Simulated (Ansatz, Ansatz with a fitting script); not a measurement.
Planning a run of Ansatz 0.2.0 on Al2O3 (Corundum). The input:

```yaml
crystal:
  lattice:
    - [2.376146192, 1.3718686436, 4.3239347811]
    - [-2.376146192, 1.3718686436, 4.3239347811]
    - [0.0, -2.7437372872, 4.3239347811]
  atoms:
    - { symbol: Al, position: [0.3519541723, 0.3519541723, 0.3519541723] }
    - { symbol: Al, position: [0.1480458277, 0.1480458277, 0.1480458277] }
    - { symbol: Al, position: [0.6480458277, 0.6480458277, 0.6480458277] }
    - { symbol: Al, position: [0.8519541723, 0.8519541723, 0.8519541723] }
    - { symbol: O, position: [0.5564025971, 0.9435974029, 0.25] }
    - { symbol: O, position: [0.25, 0.5564025971, 0.9435974029] }
    - { symbol: O, position: [0.9435974029, 0.25, 0.5564025971] }
    - { symbol: O, position: [0.4435974029, 0.0564025971, 0.75] }
    - { symbol: O, position: [0.75, 0.4435974029, 0.0564025971] }
    - { symbol: O, position: [0.0564025971, 0.75, 0.4435974029] }
kpoints:
  mp_grid: { grid: [3, 3, 3] }
hamiltonian:
  xc: lda
  pseudopotentials: { kind: nc, xc_functional: pbe }
scf:
  occupations: { method: fixed }
  lower_state_search: "off"
output:
  rpa_energy:
    ecut_chi_ladder: [78, 91, 104, 117, 130]
    long_wavelength: optical_limit
    n_empty_bands: 100
basis:
  ecutwfc: 1240.0
  xc_grid: 3
```

```sh
ansatz run input.yaml --threads 24 --pin off --max-ram 44236MiB --backend cpu --events-out ev --progress --plain --runs-dir out
```

Question: Estimate wall time and host memory on 24 threads of Intel Xeon 6975P-C (Granite Rapids), shared host.

It took 19 s; on shared hardware allow 9.6 s to 38 s. Peak host memory was 1.2 GiB.

[Paths, hosts, dates, memory and timing lines, banners, echoed tables and standing remarks are left out of the program output.]

[Logs are printed without paths, hosts, clocks, repeated set-up lines and the standing remarks that a program may print on its own settings, such as how far it seeks lower states.]

[Runs of the session that timed out or met a known fault of the program may be left out.]

[Hosts, paths, dates, database ids (printed as entryN), source tags and the programs' standing remarks are cut or masked in the printed files.]
